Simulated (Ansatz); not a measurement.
# Ir wire along [110], 4 atoms a period: bands by functional and under strain, part 3 of 4

What gap, if any, does the Ir wire along [110], 4 atoms a period have, and how does it change with the functional and under strain?

Ansatz 0.2.0; DFT PBE, plane waves, PAW; relaxation of a wire's period (the session's first sound run).

So far. Step 5 (Another level of theory, level PBEsol, cutoff 420 eV): Bands cross the Fermi level, as under PBE at the relaxed period. Step 6 (Another level of theory, level r2SCAN, cutoff 500 eV): Bands cross the Fermi level, as under PBE at the relaxed period.

## Step 7: Two-component spinors

This step: DFT PBE, plane waves, fully relativistic PAW; bands of a perfect wire with spin-orbit coupling (Ansatz 0.2.0).

Spin-orbit coupling mixes the spins and splits bands that cross or touch without it, so it can open or close channels. Fully relativistic datasets take the place of the scalar ones. Against the first PBE run of this kind, the mesh along the wire has 20 points against 31.

input.yaml reads:

```yaml
crystal:
  lattice:
    - [10.67, 0.0, 0.0]
    - [0.0, 9.537, 0.0]
    - [0.0, 0.0, 2.5810678533]
  atoms:
    - { symbol: Ir, position: [0.322746706, 0.499973956, 0.0] }
    - { symbol: Ir, position: [0.677253294, 0.499973956, 0.0] }
    - { symbol: Ir, position: [0.5, 0.369503337, 0.5] }
    - { symbol: Ir, position: [0.5, 0.630444575, 0.5] }
kpoints:
  mp_grid: { grid: [1, 1, 20] }
  band_path: { path: ["Γ", Z], npoints: 50 }
scf:
  occupations: { method: fermi_dirac, width: 0.05 }
hamiltonian:
  xc: pbe
  pseudopotentials: { kind: paw_fr }
magnetization:
  noncollinear: true
  spin_orbit: true
```

Launch:

```console
> ansatz run input.yaml --threads 8 --pin off --max-ram 16384MiB --backend cpu --events-out ev --progress --plain --runs-dir out
```

Numbers of over 12 decimals in the logs are rounded to 6 here.

Log:

```text
[...]
non-collinear run that drives no moment, with spin-orbit: no starting moment large enough to seed its density (crystal.atoms[].spin), no starting occupations that ask for one, no magnetisation constraint and no magnetic field, so the semilocal B_xc is pinned to zero
Crystal: 4 atoms, lattice volume = 262.649 Å³
Basis set: ecut = 420 eV, 5161 PW (Γ)
Bands: 82, of which v1, the nominal top of the filled ones, is band 68 counted from 1 (67 counted from 0)
Symmetry: 8 space group operations + 8 with time reversal
[...]
k-points: 11 of 20
Projection manifold: j_resolved (fully-relativistic pseudo-atomic orbitals)
[...]
SCF iter   1: F=—  HF=-47862.409195 eV  |F-HF|=—  |Δ(HF+E_count)|=         —  Δρ=2.90e-2  dr2=5.82e0  dr2_m=0.00e0 (ungated)  ethr=3.10e-3  |M|=0.00e0 ∫|m|=0.00e0 μB  |m|>n=0.0e0 m-floor=0.0e0 τ_xc=0.0e0  β_m=1.00  ⟨swp⟩=8.6  Hψ=2380  notcnv=0  defer=6
[...]
spin=Noncollinear: LDOS preconditioning applied to the charge; magnetization (m_x, m_y, m_z) channels mix plain (no charge-response kernel on spin).
SCF iter   2: F=—  HF=-47863.297575 eV  |F-HF|=—  |Δ(HF+E_count)|=   8.88e-1  Δρ=3.32e-2  dr2=1.00e1  dr2_m=0.00e0 (ungated)  ethr=3.10e-3  |M|=0.00e0 ∫|m|=0.00e0 μB  |m|>n=0.0e0 m-floor=0.0e0 τ_xc=0.0e0  β_m=0.50  ⟨swp⟩=3.6  Hψ=1204  notcnv=0  defer=12
[...]
SCF iter   9: F=-47861.226846 eV  HF=-47861.226846 eV  |F-HF|=1.24e-9  |Δ(HF+E_count)|=   3.43e-7  Δρ=2.82e-6  dr2=2.20e-8  dr2_m=0.00e0 (ungated)  ethr=1.47e-10  |M|=0.00e0 ∫|m|=0.00e0 μB  |m|>n=0.0e0 m-floor=0.0e0 τ_xc=0.0e0  ⟨swp⟩=11.7  Hψ=1633  notcnv=0
SCF 1 converged in 9 iterations: F = -47861.226846 eV  dr2 = 2.20e-8
[...]
SCF converged after 9 iterations
Magnetization: |M| = 0.0000 μB,  M = (+0.0000, +0.0000, +0.0000) μB
Absolute magnetization: 0.0000 μB (∫|m|)
  site 0: m = (+0.0000, +0.0000, +0.0000) μB, |m| = 0.0000 μB  (R = 1.06 Å)
  site 1: m = (+0.0000, +0.0000, +0.0000) μB, |m| = 0.0000 μB  (R = 1.06 Å)
  site 2: m = (+0.0000, +0.0000, +0.0000) μB, |m| = 0.0000 μB  (R = 1.03 Å)
  site 3: m = (+0.0000, +0.0000, +0.0000) μB, |m| = 0.0000 μB  (R = 1.03 Å)
Free energy (F): -47861.226846 eV
[...]
Internal energy: -47861.178979 eV  (E = F + TS)
E sigma→0 (E₀):  -47861.202912 eV
Entropy (-TS):   -0.047867 eV (-11.967 meV/atom)
Fermi energy:    1.601864 eV
[...]
--- Band table (eV; the first three rows and the last of 11) ---
  k-point 0: bands = [... 64 lower, 1.0338, 1.0338, 1.2307, 1.2307, 1.2632, 1.2632, 2.0910, 2.0910, ... 10 higher]
  k-point 1: bands = [... 64 lower, 0.9106, 0.9106, 1.1721, 1.1721, 1.5298, 1.5298, 1.8355, 1.8355, ... 10 higher]
  k-point 2: bands = [... 64 lower, 0.9138, 0.9138, 1.1217, 1.1217, 1.4763, 1.4763, 1.7756, 1.7756, ... 10 higher]
  k-point 10: bands = [... 64 lower, 1.8475, 1.8475, 1.9802, 1.9802, 2.5194, 2.5194, 2.7310, 2.7310, ... 10 higher]
```

Wall time 40 s (8 threads of Arm Neoverse V1, shared host); peak memory 2.6 GiB.

Numbers from this step:

| Item | Value |
| --- | --- |
| energy at zero smearing | -47861.2029 eV |

The electronic bands at the labelled points (eV, zero at the Fermi level):

```
  point  band 65  band 66  band 67  band 68  band 69  band 70  band 71  band 72
      Γ    -0.57    -0.57    -0.37    -0.37    -0.34    -0.34     0.49     0.49
halfway    -0.82    -0.82    -0.36    -0.36    -0.08    -0.08     0.21     0.21
      Z     0.25     0.25     0.38     0.38     0.92     0.92     1.13     1.13
```

Bands cross the Fermi level, as under PBE at the relaxed period, with no moment.

## Step 8: At a strained period, period over the relaxed period 0.97, k-mesh 1×1×24

This step: DFT PBE, plane waves, PAW; relaxation at a fixed period (Ansatz 0.2.0).

The period is set to 0.97 times the relaxed one and the atoms relax within it: strain changes bond lengths and angles, which shifts the bands against each other. Against the first PBE run of this kind, the mesh along the wire has 24 points against 31.

The cell differs from the one that the last finished run ended in (c 2.581 → 2.504 Å).

input.yaml reads:

```yaml
crystal:
  lattice:
    - [10.67, 0.0, 0.0]
    - [0.0, 9.537, 0.0]
    - [0.0, 0.0, 2.5036358177]
  atoms:
    - { symbol: Ir, position: [0.322746706, 0.499973956, 0.0], spin: 0.8 }
    - { symbol: Ir, position: [0.677253294, 0.499973956, 0.0], spin: 0.8 }
    - { symbol: Ir, position: [0.5, 0.369503337, 0.5], spin: 0.8 }
    - { symbol: Ir, position: [0.5, 0.630444575, 0.5], spin: 0.8 }
magnetization:
  spin_polarized: true
kpoints:
  mp_grid: { grid: [1, 1, 24] }
  band_path: { path: ["Γ", Z], npoints: 50 }
scf:
  occupations: { method: fermi_dirac, width: 0.05 }
hamiltonian:
  xc: pbe
relax:
  max_steps: 40
  f_tol: 0.02
output:
  stress: true
```

Log:

```text
Warning: output.stress: scf.convergence.dr2_threshold = 1e-7 eV (the SCF's general default) is looser than the 4e-10 eV advised for a printed stress (1e-10 eV for each atom of the cell: 4). What an SCF threshold leaves in a stress goes as its square root, and in the free energy as the threshold itself, and one threshold admits the most on a small cell: [figures from the program's tests cut] Every solve of this run an [...]
[...]
Crystal: 4 atoms, lattice volume = 254.769 Å³
Basis set: ecut = 420 eV, 4965 PW (Γ), exchange–correlation on 144×128×36 points (8 copies of the dense FFT grid, shifted against one another)
Bands: 43, of which v1, the nominal top of the filled ones, is band 34 counted from 1 (33 counted from 0)
Symmetry: 8 space group operations
[...]
k-points: 13 of 24
[...]
Starting moments: Σ|m| = 3.2 μB on 4 of 4 sites
[...]
SCF iter   1: F=—  HF=-47732.387726 eV  |F-HF|=—  |Δ(HF+E_count)|=         —  Δρ=1.59e-2 (↑1.43e-2 ↓1.59e-2)  dr2=3.94e0  dr2_m=1.09e-1  M=1.956 μB ∫|m|=2.003 μB  β_m=0.30  ethr=3.10e-3  ⟨swp⟩=8.7  Hψ=5365  notcnv=0  defer=2
[...]
SCF iter  12: F=-47733.444686 eV  HF=-47733.444686 eV  |F-HF|=4.50e-9  |Δ(HF+E_count)|=   4.52e-8  Δρ=1.15e-6 (↑9.58e-7 ↓1.15e-6)  dr2=7.09e-9  dr2_m=1.03e-9  M=0.000 μB ∫|m|=0.000 μB  ethr=2.78e-11  ⟨swp⟩=1.0  Hψ=3639  notcnv=0
[...]
SCF 1 converged in 12 iterations: F = -47733.444686 eV  dr2 = 7.09e-9
[...]
relax step   1: F+E_penalty+E_count = -47733.44468580 eV  Δ(F+E_penalty+E_count) = +0.000e0 eV  max|allowed force component| = 7.082e-1 eV/Å  Δτ_max = 0.0000 Å  (12 SCF iters, dr2 threshold 1.00e-5 eV, accepted)
[...]
SCF iter   8: F=-47733.466574 eV  HF=-47733.466574 eV  |F-HF|=8.11e-9  |Δ(HF+E_count)|=   1.93e-7  Δρ=2.56e-6 (↑2.56e-6 ↓2.37e-6)  dr2=1.10e-8  dr2_m=1.19e-8  M=0.000 μB ∫|m|=0.000 μB  ethr=3.44e-10  ⟨swp⟩=1.0  Hψ=3502  notcnv=0
[...]
SCF 2 converged in 8 iterations: F = -47733.466574 eV  dr2 = 1.10e-8
relax step   2: F+E_penalty+E_count = -47733.46657396 eV  Δ(F+E_penalty+E_count) = -2.189e-2 eV  max|allowed force component| = 3.944e-1 eV/Å  Δτ_max = 0.0783 Å  (8 SCF iters, dr2 threshold 3.13e-5 eV, accepted)
SCF iter   1: F=—  HF=-47733.477213 eV  |F-HF|=—  |Δ(HF+E_count)|=         —  Δρ=1.45e-3 (↑1.43e-3 ↓1.45e-3)  dr2=5.57e-3  dr2_m=1.38e-3  M=-0.004 μB ∫|m|=0.013 μB  β_m=0.65  ethr=8.47e-5  ⟨swp⟩=4.0  Hψ=2971  notcnv=0  defer=28
[...]
spin=Collinear: Resta preconditioning applied to the charge; magnetization (m = ρ↑ − ρ↓) channel mixes plain (no charge-response kernel on spin).
SCF iter   2: F=—  HF=-47733.477721 eV  |F-HF|=—  |Δ(HF+E_count)|=   5.09e-4  Δρ=5.51e-4 (↑5.50e-4 ↓5.51e-4)  dr2=7.31e-4  dr2_m=2.15e-4  M=-0.002 μB ∫|m|=0.007 μB  β_m=0.65  ethr=8.20e-6  ⟨swp⟩=2.1  Hψ=1732  notcnv=0  defer=28
[...]
SCF iter   6: F=-47733.478225 eV  HF=-47733.478230 eV  |F-HF|=4.92e-6  |Δ(HF+E_count)|=   7.70e-6  Δρ=1.33e-5 (↑1.31e-5 ↓1.33e-5)  dr2=5.32e-6  dr2_m=1.18e-9  M=-0.000 μB ∫|m|=0.000 μB  ethr=5.63e-9  ⟨swp⟩=2.6  Hψ=4069  notcnv=0
[...]
SCF 3 converged in 6 iterations: F = -47733.478225 eV  dr2 = 5.32e-6
relax step   3: F+E_penalty+E_count = -47733.47822482 eV  Δ(F+E_penalty+E_count) = -1.165e-2 eV  max|allowed force component| = 3.177e-2 eV/Å  Δτ_max = 0.0305 Å  (6 SCF iters, dr2 threshold 9.72e-6 eV, accepted)
SCF iter   1: F=—  HF=-47733.477961 eV  |F-HF|=—  |Δ(HF+E_count)|=         —  Δρ=1.28e-4 (↑1.28e-4 ↓1.26e-4)  dr2=4.90e-5  dr2_m=1.05e-5  M=0.000 μB ∫|m|=0.001 μB  β_m=0.65  ethr=6.38e-7  ⟨swp⟩=3.0  Hψ=2444  notcnv=0  defer=28
[...]
SCF iter   6: F=-47733.478310 eV  HF=-47733.478310 eV  |F-HF|=7.85e-9  |Δ(HF+E_count)|=   5.15e-8  Δρ=5.82e-7 (↑5.82e-7 ↓5.78e-7)  dr2=9.09e-9  dr2_m=1.12e-11  M=-0.000 μB ∫|m|=0.000 μB  ethr=4.86e-11  ⟨swp⟩=2.3  Hψ=4076  notcnv=0
[...]
SCF 4 converged in 6 iterations: F = -47733.478310 eV  dr2 = 9.09e-9
relax step   4: F+E_penalty+E_count = -47733.47831039 eV  Δ(F+E_penalty+E_count) = -8.557e-5 eV  max|allowed force component| = 6.510e-4 eV/Å  Δτ_max = 0.0026 Å  (6 SCF iters, accepted)
[...]
the band table was solved once a step of the walk had ended and its energy, with any forces and stress, was formed, with the checks that follow a solve (5745 applications of the Hamiltonian). They found nothing against the state; the energy, forces and stress were not computed again (output.eigenvalues in the input reference)
[...]
SCF converged after 6 iterations
Magnetization: -0.0000 μB (34.0000 up, 34.0000 down)
Absolute magnetization: 0.0000 μB (∫|ρ↑−ρ↓|, with the PAW one-centre terms)
[...]
Per-site moments (μB) at R_I (Å): [(-4.2984838089946333e-7, 1.032750), (-4.2984838087238295e-7, 1.032750), (1.166127748723895e-8, 1.023307), (1.1661277787611599e-8, 1.023307)]
Free energy (F): -47733.478310 eV
[...]
Internal energy: -47733.441114 eV  (E = F + TS)
E sigma→0 (E₀):  -47733.459712 eV
Entropy (-TS):   -0.037197 eV (-9.299 meV/atom)
Fermi energy:    1.775997 eV
[...]
--- Forces (eV/Å), atoms counted from 1 ---
  atom   1  Ir    -0.00028093     0.00000000     0.00000000
  atom   2  Ir     0.00028093     0.00000000     0.00000000
  atom   3  Ir     0.00000000    -0.00065105     0.00000000
  atom   4  Ir     0.00000000     0.00065105     0.00000000
  max |Σ_I F_I| component: 1.08e-19 eV/Å
--- Stress (GPa, compression-positive) ---
        0.019800       0.000000       0.000000
        0.000000       0.118494       0.000000
        0.000000       0.000000       4.438266
  P = ⅓ Tr σ = 1.5255 GPa (15.255 kbar)
--- Band table (eV; the first three rows and the last of 26) ---
  k-point 0 ↑: bands = [... 30 lower, 0.5784, 0.9831, 0.9947, 1.2090, 1.7143, 2.3363, 2.6130, 2.6582, ... 5 higher]
  k-point 1 ↑: bands = [... 30 lower, 0.7786, 0.8341, 1.0838, 1.2050, 1.8520, 2.0534, 2.5472, 2.6736, ... 5 higher]
  k-point 2 ↑: bands = [... 30 lower, 0.5125, 0.8762, 1.1830, 1.3012, 1.6312, 2.1129, 2.2028, 2.3804, ... 5 higher]
  k-point 12 ↓: bands = [... 30 lower, 0.9785, 1.1305, 1.8688, 1.9445, 2.8063, 2.9805, 5.2686, 5.6905, ... 5 higher]
--- Relaxed structure (4 steps of the walk, 4 accepted, 0 SCFs on fresh bases) ---
  F+E_penalty+E_count = -47733.47831039 eV   max|allowed force component| = 6.510e-4 eV/Å
  atoms:
    - { symbol: Ir, position: [0.318025, 0.499974, 0.0] }
    - { symbol: Ir, position: [0.681975, 0.499974, 0.0] }
    - { symbol: Ir, position: [0.5, 0.369915, 0.500000] }
    - { symbol: Ir, position: [0.5, 0.630033, 0.500000] }
```

Run time: 14 s. Hardware: 8 threads; peak memory 0.97 GiB; 1.8 min of CPU time.

Relaxation path:

```
step  energy less that of the first step (eV)  largest force component (eV/Å)
   1                                   0.0000                          0.7082
   2                                  -0.0219                          0.3944
   3                                  -0.0335                          0.0318
   4                                  -0.0336                          0.0007
```

Forces are held to the 8 operations that the run works with; a distortion that breaks them can't arise in this run.

The atoms that moved most (Å):

```
atom      dx     dy     dz  length
 Ir1  -0.050  0.000  0.000   0.050
 Ir2   0.050  0.000  0.000   0.050
```

Final coordinates:

```xyz
4
Lattice="10.6700 0.0000 0.0000 0.0000 9.5370 0.0000 0.0000 0.0000 2.5036" Properties=species:S:1:pos:R:3
Ir    3.3933    4.7683    0.0000
Ir    7.2767    4.7683    0.0000
Ir    5.3350    3.5279    1.2518
Ir    5.3350    6.0086    1.2518
```

Numbers from this step:

| Quantity | Value |
| --- | --- |
| energy at zero smearing | -47733.4597 eV |

The electronic bands at the labelled points (eV, zero at the Fermi level):

```
  point  up 33  up 34  up 35  up 36  down 33  down 34  down 35  down 36
      Γ  -0.78  -0.57  -0.06   0.56    -0.78    -0.57    -0.06     0.56
halfway  -1.06  -0.56  -0.28   0.23    -1.06    -0.56    -0.28     0.23
      Z   0.09   0.17   1.03   1.20     0.09     0.17     1.03     1.20
```

Bands cross the Fermi level, as under PBE at the relaxed period, with no moment.

## Step 9: At a strained period, period over the relaxed period 1.03, k-mesh 1×1×23

The period is set to 1.03 times the relaxed one and the atoms relax within it: strain changes bond lengths and angles, which shifts the bands against each other. Against the first PBE run of this kind, the mesh along the wire has 23 points against 31.

The cell differs from the one that the last finished run ended in (c 2.504 → 2.658 Å).

input.yaml, as its differences from that of step 8:

```diff
@@ -4,3 +4,3 @@
     - [0.0, 9.537, 0.0]
-    - [0.0, 0.0, 2.5036358177]
+    - [0.0, 0.0, 2.6584998889]
   atoms:
@@ -13,3 +13,3 @@
 kpoints:
-  mp_grid: { grid: [1, 1, 24] }
+  mp_grid: { grid: [1, 1, 23] }
   band_path: { path: ["Γ", Z], npoints: 50 }
```

Log:

```text
[...]
Crystal: 4 atoms, lattice volume = 270.528 Å³
Basis set: ecut = 420 eV, 5309 PW (Γ), exchange–correlation on 144×128×36 points (8 copies of the dense FFT grid, shifted against one another)
Bands: 43, of which v1, the nominal top of the filled ones, is band 34 counted from 1 (33 counted from 0)
[...]
--- Relaxed structure (3 steps of the walk, 2 accepted, 0 SCFs on fresh bases) ---
  F+E_penalty+E_count = -47733.49798319 eV   max|allowed force component| = 1.761e-2 eV/Å
  atoms:
    - { symbol: Ir, position: [0.326041, 0.499974, -7.338841806420968e-19] }
    - { symbol: Ir, position: [0.673959, 0.499974, 7.338841806420968e-19] }
    - { symbol: Ir, position: [0.500000, 0.369748, 0.5] }
    - { symbol: Ir, position: [0.500000, 0.630200, 0.5] }
[key lines of the parts left out:]
SCF converged after 10 iterations
Magnetization: 0.0000 μB (34.0000 up, 34.0000 down)
Free energy (F): -47733.497983 eV
Fermi energy:    1.419901 eV
P = ⅓ Tr σ = -1.1061 GPa (-11.061 kbar)
```

Wall time 14 s (8 threads); peak memory 1 GiB.

Relaxation path:

```
step  energy less that of the first step (eV)  largest force component (eV/Å)
   1                                   0.0000                          0.5585
   2                                   0.0038                          0.6620
   3                                  -0.0214                          0.0176
```

Relaxation step 2 was tried and not accepted.

The run keeps the 8 symmetry operations that it works with, so distortions that break them were not tested.

The atoms that moved most (Å):

```
atom      dx     dy     dz  length
 Ir2  -0.035  0.000  0.000   0.035
 Ir1   0.035  0.000  0.000   0.035
```

Final coordinates:

```cif
data_structure
_symmetry_space_group_name_H-M 'P 1'
_symmetry_Int_Tables_number 1
_cell_length_a 10.6700
_cell_length_b 9.5370
_cell_length_c 2.6585
_cell_angle_alpha 90.000
_cell_angle_beta 90.000
_cell_angle_gamma 90.000
_cell_volume 270.53
loop_
_atom_site_label
_atom_site_type_symbol
_atom_site_fract_x
_atom_site_fract_y
_atom_site_fract_z
_atom_site_occupancy
Ir1 Ir 0.32604 0.49997 0.00000 1
Ir2 Ir 0.67396 0.49997 0.00000 1
Ir3 Ir 0.50000 0.36975 0.50000 1
Ir4 Ir 0.50000 0.63020 0.50000 1
```

Numbers from this step:

```
energy at zero smearing : -47733.4716 eV
```

Bands cross the Fermi level, as under PBE at the relaxed period, with no moment.

[end of part 3 of 4]

[Logs are printed without paths, hosts, clocks, repeated set-up lines and the standing remarks that a program may print on its own settings, such as how far it seeks lower states.]

[Hosts, paths, dates, database ids (printed as entryN), source tags and the programs' standing remarks are cut or masked in the printed files.]
